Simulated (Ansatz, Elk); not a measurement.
**Bonding as seen by X-rays: Ni3RhC**

Structure refinements treat a crystal as free atoms side by side. For a made-up structure of Ni3RhC (cell and positions from a PBEsol relaxation) the runs below show what the calculated density changes in F(hkl).

Main program and level: Elk 11.2.3 (patched build); DFT, PBE, all-electron APW+lo, Dirac cores, scalar-relativistic bands, static density, no spin.

This account leaves out most program logs.

The structure was built from a prototype and need not be the compound's stable phase.

## Step 1: The structure

It takes space group Pm-3m (No. 221, cubic). The conventional cell has a = 3.736 Å, b = 3.736 Å, c = 3.736 Å, α = 90.00°, β = 90.00°, γ = 90.00°. Nearest to Rh lie 12 Ni at 2.64 Å. Nearest to Ni lie 2 C at 1.87 Å and 8 Ni at 2.64 Å and 4 Rh at 2.64 Å. Nearest to C lie 6 Ni at 1.87 Å. Farther neighbours are not listed.

## Step 2: Ground state and structure factors

An all-electron density is needed, since X-rays see the cores too. Task 0 finds the density and task 195 Fourier-transforms it; tshift is off so that phases refer to the origin typed.

elk.in reads:

```
tasks
  0
  195

xctype
  20

spinpol
  .false.

rgkmax
  7.0

gmaxvr
  14.0

lmaxo
  7

lmaxapw
  8

swidth
  0.002

tshift
  .false.

ramdisk
  .false.

hmaxvr
  5.5

maxscl
  120

epspot
  1e-06

sppath
  './'

avec
  7.05994022949 0.00000000000 -0.00000000000
  -0.00000000000 7.05994022949 -0.00000000000
  0.00000000000 -0.00000000000 7.05994022949

atoms
  3
  'Rh.in'
  1
  0.5000000000 0.5000000000 0.5000000000   0.000000 0.000000 0.000000
  'Ni.in'
  3
  0.0000000000 0.0000000000 0.5000000000   0.000000 0.000000 0.000000
  -0.0000000000 0.5000000000 -0.0000000000   0.000000 0.000000 0.000000
  0.5000000000 -0.0000000000 -0.0000000000   0.000000 0.000000 0.000000
  'C.in'
  1
  -0.0000000000 0.0000000000 -0.0000000000   0.000000 0.000000 0.000000

ngridk
  6 6 6
```

Started as:

```console
$ OMP_NUM_THREADS=4 elk
```

Run time: 20 s. Hardware: 4 threads of Intel Xeon Platinum 8488C (Sapphire Rapids), shared host; peak memory 0.19 GiB.

SFACRHO.OUT:

```text

h k l indices transformed by vhmat matrix:
   1.000000000       0.000000000       0.000000000    
   0.000000000       1.000000000       0.000000000    
   0.000000000       0.000000000       1.000000000    

      h      k      l  multipl.   |H|            Re(F)            Im(F)           |F|

      0      0      0      1   0.0000000       135.00000      0.12760230E-32   135.00000    
     -1      0      0      6  0.88997712      -10.445863     -0.34741016E-13   10.445863    
      1     -1      0     12   1.2586177       17.847397      0.23213599E-14   17.847397    
     -1     -1     -1      8   1.5414856      -93.636564     -0.10738700E-12   93.636564    
      0      0     -2      6   1.7799542       94.092675      0.58737099E-13   94.092675    
     -1     -2      0     24   1.9900493      -9.4706672     -0.55190309E-13   9.4706672    
      1     -2      1     24   2.1799898       14.013442      0.41818275E-13   14.013442    
      0      2     -2     12   2.5172354       77.685972     -0.35386733E-14   77.685972    
      0     -3      0      6   2.6699314      -9.0851832     -0.90167771E-13   9.0851832    
     -1      2     -2     24   2.6699314      -8.9080246     -0.23726330E-13   8.9080246    
      3      1      0     24   2.8143548       12.501262     -0.17369619E-13   12.501262    
      1     -3      1     24   2.9517202      -66.136358     -0.51078392E-13   66.136358    
     -2      2      2      8   3.0829712       67.533834     -0.43218545E-13   67.533834    
     -3      2      0     24   3.2088582      -8.7479519     -0.57484419E-13   8.7479519    
     -3      1      2     48   3.3299895       11.955580     -0.32329101E-13   11.955580    
      0     -4      0      6   3.5599085       60.520104      0.78354744E-13   60.520104    
      2     -2     -3     24   3.6694697      -8.5258645     -0.72409504E-13   8.5258645    
      4     -1      0     24   3.6694697      -8.4542342      0.13385053E-13   8.4542342
```

Elk indexes on the primitive cell of elk.in and gives |H| = 4π sin θ/λ in inverse bohr. Below, one row stands for each form hkl of the conventional cell (m members, Friedel mates merged), F is for one primitive cell and the density is static (no thermal factor). Free-atom factors are Waasmaier and Kirfel's, and R is Σm||F|−|F'||/Σm|F|. Elk warned that it couldn't find a linearisation energy, which lowers the accuracy of some states in this run and its variants.

```
hkl   m  sin θ/λ (Å⁻¹)  abs F, DFT  neutral atoms   diff.
100   6          0.134      10.446         10.816  -0.370
110  12          0.189      17.847         17.885  -0.037
111   8          0.232      93.637         94.207  -0.570
200   6          0.268      94.093         94.467  -0.375
210  24          0.299       9.471          9.488  -0.017
211  24          0.328      14.013         13.879  +0.135
220  12          0.379      77.686         77.829  -0.143
300   6          0.402       9.085          8.839  +0.246
221  24          0.402       8.908          8.839  +0.069
310  24          0.423      12.501         12.479  +0.022
311  24          0.444      66.136         66.091  +0.045
222   8          0.464      67.534         67.503  +0.031
320  24          0.482       8.748          8.553  +0.195
321  48          0.501      11.956         11.874  +0.082
```

## Step 3: The highest occupied states alone

An energy window below the Fermi level keeps the highest occupied states, to see at which angles they scatter; shallow core shells can lie inside it and anion s states outside. No new self-consistency is needed.

Edit elk.in of step 2 so:

```diff
@@ -1,3 +1,2 @@
 tasks
-  0
   195
@@ -40,2 +39,5 @@
 
+wsfac
+  -0.190200 0.661040
+
 sppath
```

Started as:

```console
$ OMP_NUM_THREADS=4 elk
```

Run time: 4.2 s. Hardware: 4 threads; peak memory 0.17 GiB; 6.4 s of CPU time.

States within 15 eV below the Fermi level hold 43.00 electrons; any levels below the window count with the cores. Their amplitudes can exceed the total, where window and core parts have opposite phase:

```
hkl  sin θ/λ (Å⁻¹)  abs F, window  abs F, all
100          0.134          4.678      10.446
110          0.189          0.436      17.847
111          0.232         16.384      93.637
200          0.268         15.965      94.093
210          0.299          3.244       9.471
211          0.328          1.986      14.013
220          0.379          9.112      77.686
300          0.402          2.233       9.085
221          0.402          2.416       8.908
310          0.423          2.089      12.501
```

## Step 4: Another functional

The difference from free atoms is small, so it is set against the change that LDA (Perdew-Wang) makes.

Edit elk.in of step 3 so:

```diff
@@ -1,2 +1,3 @@
 tasks
+  0
   195
@@ -4,3 +5,3 @@
 xctype
-  20
+  3
 
@@ -39,5 +40,2 @@
 
-wsfac
-  -0.190200 0.661040
-
 sppath
```

Started as:

```console
$ OMP_NUM_THREADS=4 elk
```

It took 11 s on 4 threads; peak memory 0.17 GiB; 31 s of CPU time.

Against the first run R = 0.06 %; the largest change is -0.040 at 220.

## Step 5: A coarser k-mesh

About half the k-points along each axis test the sampling.

Edit elk.in of step 4 so:

```diff
@@ -5,3 +5,3 @@
 xctype
-  3
+  20
 
@@ -63,2 +63,2 @@
 ngridk
-  6 6 6
+  3 3 3
```

Started as:

```console
$ OMP_NUM_THREADS=4 elk
```

The job ended after 11 s (4 threads; peak memory 0.18 GiB; 24 s of CPU time).

Against the first run R = 0.05 %; the largest change is +0.050 at 500.

## Step 6: Settings against the effect

```
              run  R against the first run (%)  R against neutral atoms, low angle (%)  wall time
    PBE, rgkmax 7                         0.00                                    0.54       20 s
LDA (Perdew-Wang)                         0.06                                    0.58       11 s
     k-mesh 3×3×3                         0.05                                    0.54       11 s
```

## Step 7: Results

| Quantity | Value |
| --- | --- |
| R against neutral atoms, sin θ/λ < 0.3 Å⁻¹ | 0.54 % |
| R against neutral atoms, 0.3 to 0.82 Å⁻¹ | 0.38 % |

What this shows: Independent neutral atoms miss the calculated amplitudes by R = 0.54 % below 0.3 Å⁻¹ and 0.38 % from there to 0.82 Å⁻¹; by shells, 3.54 % below 0.15 Å⁻¹ (1 form), 0.44 % 0.15 to 0.3 (4 forms), 0.28 % 0.3 to 0.45 (6 forms), 0.41 % above 0.45 (33 forms). Bonding, aspherical density and the tables' own atoms all enter these figures, and the runs don't part them. The largest change of an amplitude is -0.57 electrons, at 111. The window's part falls from 43.0 electrons at the origin to at most 5.85 between 0.45 and 0.82 Å⁻¹, where compact states inside the window still scatter. Below 0.3 Å⁻¹ the changes that finished (LDA (Perdew-Wang) and k-mesh 3×3×3) move F by R = 0.03 % at most, against the 0.54 % that separates it from free atoms. The basis has no finished test. These runs have no spin, though d or f shells may be open. Part of the difference isn't bonding: the tables are fits to free atoms and ions calculated by other methods than this functional. Thermal motion, anomalous dispersion and extinction are left out.

[Logs are printed without paths, hosts, clocks, repeated set-up lines and the standing remarks that a program may print on its own settings, such as how far it seeks lower states.]

[Hosts, paths, dates, database ids (printed as entryN), source tags and the programs' standing remarks are cut or masked in the printed files.]
